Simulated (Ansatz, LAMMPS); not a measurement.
# A frame of liquid Na(Cl,I) from 1300 K (64 atoms): geometry optimisation

How does a frame of liquid Na(Cl,I) from 1300 K (64 atoms) relax, and what do bonds, charges and levels look like afterwards?

Program: Ansatz 0.2.0. Level of theory: Kohn-Sham DFT, PBE, PAW (set soft_2, large core), plane waves. Results are calculated unless marked as measured.

## 1. The structure

The cell holds 64 atoms: 32 Na, 17 Cl and 15 I. Cell: a = 13.814 Å, b = 13.814 Å, c = 13.814 Å, α = 90.0°, β = 90.0°, γ = 90.0°. 64 atoms (32 Na, 17 Cl, 15 I) placed at random at 2.04 g/cm³, melted at 1800 K for 10 ps at fixed volume with the Lennard-Jones and Coulomb ion parameters for SPC/E (Joung and Cheatham, J. Phys. Chem. B 112, 9020 (2008)), full charges. Snapshot at the end of a hold of 20 ps at 1300 K and fixed volume.

Limits known from the start: The network of bonds at the start is that of the classical potential that made the cell. The ion parameters were fitted for water, not for melts, so the starting structure of this cell may lie well off the real melt's. The Brillouin zone is sampled at Γ only, in a cell whose shortest periodic width is 14 Å. Spin–orbit coupling is left out, which matters for the levels of the heavy elements.

## 2. Single point at the start

A single point comes first, to see the forces before anything moves.

Contents of input.yaml:

```yaml
crystal:
  lattice:
    - [13.8144, 0.0, 0.0]
    - [0.0, 13.8144, 0.0]
    - [0.0, 0.0, 13.8144]
  atoms:
    - { symbol: Na, position: [0.33819, 0.18257, 0.23216] }
    - { symbol: Na, position: [0.9103, 0.45841, 0.9168] }
    - { symbol: Na, position: [0.15836, 0.97428, 0.6594] }
    - { symbol: Na, position: [0.17066, 0.41658, 0.1333] }
    [... 54 atom lines left out ...]
    - { symbol: I, position: [0.34148, 0.6213, 0.01231] }
    - { symbol: I, position: [0.10289, 0.91616, 0.0866] }
    - { symbol: I, position: [0.56946, 0.17858, 0.20084] }
    - { symbol: I, position: [0.10143, 0.24723, 0.28947] }
    - { symbol: I, position: [0.65382, 0.959, 0.49417] }
    - { symbol: I, position: [0.88112, 0.2572, 0.98169] }
kpoints:
  mp_grid: { grid: [1, 1, 1] }
hamiltonian:
  xc: pbe
  pseudopotentials: { kind: paw, core: large }
scf:
  occupations: { method: fixed }
output:
  forces: true
  stress: true
  populations: true
  dos:
    method: { smearing: { sigma: 0.15 } }
    de: 0.1
    projected: { site_lists: { Cl: [Cl], I: [I], Na: [Na] } }
  eigenvalues: true
```

Launch:

```console
ansatz run input.yaml --threads 4 --pin off --max-ram 8192MiB --backend cpu --events-out ev --progress --plain --runs-dir out
```

The job ended after 26 s (4 threads of AMD EPYC 7R13 (Zen 3), shared host; peak memory 2.7 GiB; 95 s of CPU time).

The program notes that potentials were chosen by core size.

Read from the output:

- free energy: -143519.1994 eV
- free energy per atom: -2242.4875 eV/atom
- SCF cycles: 11
- pressure: -0.7445 GPa
- r.m.s. force component: 0.2851 eV/Å
- longest force: 1.282 eV/Å
- Fermi energy: -0.003744 eV
- gap (highest filled to lowest empty level): 2.508 eV
- spilling of the projection: 0.00262

The r.m.s. force component of 0.29 eV/Å and the pressure of -0.74 GPa set the starting point.

Length of the force by element:

```
element  coordination  atoms  mean length of the force (eV/Å)  spread   least   most
     Cl           all     17                            0.470   0.319  0.0981   1.28
      I           all     15                            0.464    0.16   0.129  0.698
     Na           all     32                            0.413   0.179  0.0625  0.802
```

## 3. Relaxation

With the cell held, the atoms are moved downhill towards a nearby minimum.

input.yaml, the sections that differ from step 2:

```yaml
output:
  forces: true
relax:
  f_tol: 0.03
  max_steps: 200
# crystal, kpoints, hamiltonian, scf: as in step 2
```

Wall time 3.8 min (4 threads); peak memory 2.5 GiB; 14 min of CPU time.

The steps of the relaxation (22 of 23):

```
step  energy less that of the first step (eV)  largest force component (eV/Å)
   1                                   0.0000                          1.0195
   2                                  -2.1097                          0.5305
   3                                  -3.5051                          0.3057
   4                                  -4.2129                          0.2290
   5                                  -4.7255                          0.1659
   6                                  -5.0800                          0.1501
   7                                  -5.3400                          0.1320
   8                                  -5.5487                          0.0679
   9                                  -5.6684                          0.0756
  10                                  -5.7525                          0.0828
  11                                  -5.8287                          0.0649
  13                                  -5.9343                          0.0454
  14                                  -5.9881                          0.0726
  15                                  -6.0363                          0.0494
  16                                  -6.0358                          0.2479
  17                                  -6.0656                          0.0296
  18                                  -6.0794                          0.0306
  19                                  -6.0806                          0.0546
  20                                  -6.0891                          0.0232
  21                                  -6.0891                          0.0231
  22                                  -6.0917                          0.0212
  23                                  -6.0943                          0.0122
```

Relaxation step 16 was tried and not accepted.

The atoms that moved most (Å):

```
atom      dx      dy      dz  length
Na25  -0.981   1.115  -0.608   1.604
 I56   0.627   1.309   0.002   1.452
Na27  -0.701   1.150  -0.372   1.397
 I58   0.612   0.736  -0.857   1.285
Cl35  -0.558  -1.070   0.337   1.253
Cl39   1.220  -0.014   0.057   1.221
 Na4   0.860   0.743  -0.107   1.141
Na30  -0.544   0.125  -0.970   1.119
```

The relaxation changed the energy by -95.2 meV/atom, and atoms moved by 0.78 Å r.m.s., 1.6 Å at most.

## 4. Distances and neighbours after relaxation

Bonds before and after, by the cutoffs listed below:

```
 pair  bonds before  bonds after  mean before (Å)  mean after (Å)  spread before (Å)  spread after (Å)
Na-Cl            67           71            2.937           2.783              0.260             0.102
 Na-I            58           62            3.218           3.203              0.226             0.122
```

Density 2.04 g/cm³, 41.19 Å³ an atom.

Pair distribution functions g(r), in bins of 0.2 Å:

```
r (Å)  total  Na-Na  Na-Cl  Na-I  Cl-Cl  Cl-I   I-I
 2.60   0.80   0.00   3.00  0.00   0.00  0.00  0.00
 2.80   3.34   0.00  12.60  0.00   0.00  0.00  0.00
 3.00   1.24   0.00   1.98  3.05   0.00  0.00  0.00
 3.20   1.77   0.00   0.20  7.33   0.00  0.00  0.00
 3.40   0.67   0.00   0.00  2.88   0.00  0.00  0.00
 3.60   0.19   0.62   0.00  0.00   0.54  0.00  0.00
 3.80   0.64   1.85   0.00  0.15   2.00  0.00  0.00
 4.00   1.03   1.92   0.24  0.27   4.56  0.77  0.00
 4.20   1.39   2.33   0.33  0.25   3.33  3.00  1.06
 4.40   1.11   1.50   0.60  0.22   1.88  2.33  1.94
 4.60   1.09   1.44   0.73  0.52   2.39  1.18  1.73
 4.80   0.95   1.51   0.84  0.28   0.93  1.08  1.60
 5.00   1.00   0.98   0.53  0.52   1.74  1.65  3.00
 5.20   0.98   1.36   0.43  0.56   1.35  1.52  2.04
 5.40   1.00   1.19   1.05  0.60   0.26  1.13  2.25
 5.60   0.96   0.77   1.29  0.97   0.46  1.05  0.59
 5.80   0.85   0.66   1.10  0.64   0.44  1.10  1.39
 6.00   0.97   0.68   1.54  1.16   0.00  0.58  0.77
 6.20   0.94   0.80   1.41  1.02   0.00  0.54  1.20
 6.40   1.01   0.60   1.41  1.66   0.70  0.30  0.22
 6.60   1.10   0.57   1.69  1.41   0.67  0.85  0.43
 6.80   1.02   0.79   0.83  1.84   1.10  0.53  0.41
```

Bonds by pair of elements; cutoffs follow the first minimum of g(r), held within bounds set by covalent radii, and pairs that aren't listed don't count as bonded:

```
pair A-B  cutoff (Å)  bonds  mean length (Å)  spread (Å)  shortest (Å)  B about A  A about B
   Na-Cl        3.48     71             2.78       0.102          2.62       2.22       4.18
    Na-I        3.68     62             3.20       0.122          2.97       1.94       4.13
```

How many atoms have how many bonded neighbours:

```
element  mean  3   4  5
     Cl  4.18  1  12  4
      I  4.13  3   7  5
     Na  4.16  3  21  8
```

Bond angles, per cent of each kind in bins of 5°:

```
angle (°)  Na-Cl-Na  Na-I-Na  Cl-Na-I  Cl-Na-Cl  I-Na-I
    65–70       0.0      2.0      0.0       0.0     0.0
    70–75       0.0      4.0      0.0       0.0     0.0
    75–80       1.7     10.9      2.1       3.0     1.8
    80–85      12.2     18.8      7.4       9.0    16.7
    85–90      14.8      5.9      8.5      10.4     5.6
    90–95      11.3      5.9     13.8      20.9     7.4
   95–100       7.8      2.0     13.8      10.4    16.7
  100–105       7.0      4.0      5.3       7.5     9.3
  105–110       5.2      5.0      2.1       9.0     3.7
  110–115       7.0      2.0     10.6       4.5     7.4
  115–120       5.2      9.9      4.3       1.5     9.3
  120–125       5.2      5.0      4.3       7.5     1.8
  125–130       4.3      4.0      5.3       4.5     3.7
  130–135       1.7      3.0      4.3       0.0     1.8
  135–140       1.7      5.0      6.4       1.5     3.7
  140–145       4.3      3.0      4.3       1.5     1.8
  145–150       5.2      4.0      2.1       0.0     1.8
  150–155       2.6      3.0      2.1       1.5     1.8
  155–160       0.0      0.0      2.1       4.5     1.8
  160–165       1.7      3.0      1.1       1.5     1.8
  165–170       0.0      0.0      0.0       1.5     0.0
  170–175       0.0      0.0      0.0       0.0     0.0
  175–180       0.9      0.0      0.0       0.0     1.8
```

Bond angles (no mean is given where the spread exceeds 20°):

```
   angle  count  mean (°)  spread (°)
Na-Cl-Na    115         -           -
 Na-I-Na    101         -           -
 Cl-Na-I     94         -           -
Cl-Na-Cl     67         -           -
  I-Na-I     54         -           -
```

Bond length by coordination (bonds to H left out):

```
element  coordination  atoms  mean bond length (Å)
     Cl             3      1                  2.64
     Cl             4     12                  2.76
     Cl             5      4                  2.85
      I             3      3                  3.09
      I             4      7                  3.19
      I             5      5                  3.26
     Na             3      3                  2.80
     Na             4     21                  2.95
     Na             5      8                  3.08
```

For some of the pairs, g(r) has its first main peak near 4.2 Å (Na-Na), 2.8 Å (Na-Cl), 3.2 Å (Na-I), 4.0 Å (Cl-Cl) and 4.3 Å (Cl-I). By these cutoffs 71 % of Cl atoms have 4, 47 % of I atoms have 4 and 66 % of Na atoms have 4 bonded neighbours.

## 5. Single point at the relaxed geometry

The electronic structure is read at the final geometry, in a run of its own.

Contents of input.yaml:

```yaml
crystal:
  lattice:
    - [13.8144, 0.0, 0.0]
    - [0.0, 13.8144, 0.0]
    - [0.0, 0.0, 13.8144]
  atoms:
    - { symbol: Na, position: [0.35604, 0.16317, 0.22189] }
    - { symbol: Na, position: [0.90154, 0.45135, 0.93764] }
    - { symbol: Na, position: [0.19501, 0.92041, 0.65709] }
    - { symbol: Na, position: [0.2329, 0.47037, 0.12559] }
    [... 54 atom lines left out ...]
    - { symbol: I, position: [0.32067, 0.66561, 0.00047] }
    - { symbol: I, position: [0.09719, 0.92138, 0.07491] }
    - { symbol: I, position: [0.59333, 0.13502, 0.21431] }
    - { symbol: I, position: [0.14609, 0.27483, 0.24324] }
    - { symbol: I, position: [0.64907, 0.91915, 0.47454] }
    - { symbol: I, position: [0.93012, 0.22416, 0.95313] }
kpoints:
  mp_grid: { grid: [1, 1, 1] }
hamiltonian:
  xc: pbe
  pseudopotentials: { kind: paw, core: large }
scf:
  occupations: { method: fixed }
output:
  forces: true
  stress: true
  populations: true
  dos:
    method: { smearing: { sigma: 0.15 } }
    de: 0.1
    projected: { site_lists: { Cl: [Cl], I: [I], Na: [Na] } }
  eigenvalues: true
  write_density: true
  write_potential: true
  volumetric_format: npy
```

Run time: 27 s. Hardware: 4 threads; peak memory 2.7 GiB; 99 s of CPU time.

The program notes that the exchange-correlation potential is rough where the density is thin.

The run gave:

| Property | Result |
| --- | --- |
| free energy | -143525.2937 eV |
| free energy per atom | -2242.5827 eV/atom |
| SCF cycles | 11 |
| pressure | -0.4272 GPa |
| r.m.s. force component | 0.00381 eV/Å |
| longest force | 0.01484 eV/Å |
| Fermi energy | -0.4183 eV |
| gap (highest filled to lowest empty level) | 3.26 eV |
| spilling of the projection | 0.002418 |

Löwdin charges by element and coordination (they lack the spilled electrons, 0.019 e an atom on average):

```
element  coordination  atoms  mean charge (e)  spread   least    most
     Cl           all     17           -0.702   0.006  -0.720  -0.691
     Cl             3      1           -0.720       0  -0.720  -0.720
     Cl             4     12           -0.702  0.0026  -0.707  -0.698
     Cl             5      4           -0.695  0.0024  -0.698  -0.691
      I           all     15           -0.620  0.0132  -0.649  -0.602
      I             3      3           -0.640   0.007  -0.649  -0.633
      I             4      7           -0.619  0.0094  -0.633  -0.607
      I             5      5           -0.610  0.0059  -0.617  -0.602
     Na           all     32            0.702  0.0232   0.663   0.770
     Na             3      3            0.735  0.0399   0.679   0.770
     Na             4     21            0.701  0.0174   0.663   0.734
     Na             5      8            0.693  0.0169   0.667   0.716
```

States in the cell by windows of 1 eV, zero at the Fermi level; the larger projections on atomic orbitals stand beside the total:

```
from (eV)  to (eV)  total  Cl p   I p  Na s   I s  Cl s
      -18      -14    0.0   0.0   0.0   0.0   0.0   0.0
      -14      -13   30.5   0.0   0.0   1.5   0.0  29.0
      -13      -12    3.5   0.0   0.0   0.1   0.0   3.3
      -12      -11    0.1   0.0   0.0   0.0   0.1   0.0
      -11      -10   29.5   0.0   0.0   1.3  28.1   0.0
      -10       -9    0.4   0.0   0.0   0.0   0.4   0.0
       -9       -3    0.0   0.0   0.0   0.0   0.0   0.0
       -3       -2   29.6  25.9   1.2   2.1   0.0   0.1
       -2       -1   86.1  66.3  16.1   3.0   0.1   0.1
       -1        0   73.0   6.0  64.9   1.5   0.1   0.0
        0        1    3.3   0.1   3.2   0.0   0.0   0.0
        1        3    0.0   0.0   0.0   0.0   0.0   0.0
        3        4    2.0   0.0   0.0   1.7   0.1   0.1
        4        5   14.2   0.5   0.7  10.3   0.5   0.5
```

With fixed occupations the program's Fermi level is the highest filled level; weight inside the gap is the broadening of levels at its edges.

Between -26 and -18 eV lie 192 more states.

The stored curve holds about 448 of the 512 electrons; the rest, give or take the few that broadening carries across the Fermi level, lie in deeper levels below its range.

The levels nearest the highest filled one (over half full), pooled over k-points and spins:

```
level less the highest filled one (eV)  occupation
                                -0.253           2
                                -0.231           2
                                -0.214           2
                               -0.0763           2
                               -0.0618           2
                                     0           2
                                  3.26           0
                                  4.35           0
                                  4.41           0
                                  4.51           0
                                  4.59           0
                                  4.62           0
```

Mean Löwdin charges: Cl -0.70, I -0.62, Na +0.70 e. The largest share in the top eV of filled states is I p (90 % of the projected weight), and in the lowest eV of empty states Na s (84 % of the projected weight).

1 further run on a deliberately doubtful input is not shown.

## 6. Results

| Property | Result |
| --- | --- |
| energy change in the relaxation | -95.22 meV/atom |
| r.m.s. displacement | 0.781 Å |
| largest displacement | 1.604 Å |
| free energy per atom | -2242.5827 eV/atom |
| pressure | -0.4272 GPa |
| r.m.s. force component | 0.00381 eV/Å |
| gap (highest filled to lowest empty level) | 3.26 eV |
| wall time of the 4 DFT runs, those left out included | 8.6 min |

What this shows: Relaxation lowers the energy by 95.2 meV/atom and moves atoms by 0.78 Å r.m.s.; the r.m.s. force component goes from 0.29 to 0.0038 eV/Å, the pressure goes from -0.74 to -0.43 GPa, and the gap from 2.51 to 3.26 eV. By the final cutoffs 10 of 125 bonded pairs parted and 18 joined. From the first step to the last the energy fell by 6.094 eV, and the largest move was 1.60 Å (Na25). The Na-Cl bonds change most in mean length: from 2.937 Å (spread 0.260) to 2.783 Å (spread 0.102), and their number from 67 to 71. Counting bonds as in the table, 71 % of Cl atoms have 4, 47 % of I atoms have 4 and 66 % of Na atoms have 4 bonded neighbours. The highest filled and lowest empty levels differ by 3.26 eV (at Γ alone); a semilocal functional tends to put such gaps too low. In a disordered cell it changes from sample to sample and from frame to frame.

**Limits.** The starting topology of bonds comes from the classical model; in DFT 10 of its 125 bonded pairs passed out of the cutoffs and 18 came within them.

[Logs are printed without paths, hosts, clocks, repeated set-up lines and the standing remarks that a program may print on its own settings, such as how far it seeks lower states.]

[Hosts, paths, dates, database ids (printed as entryN), source tags and the programs' standing remarks are cut or masked in the printed files.]
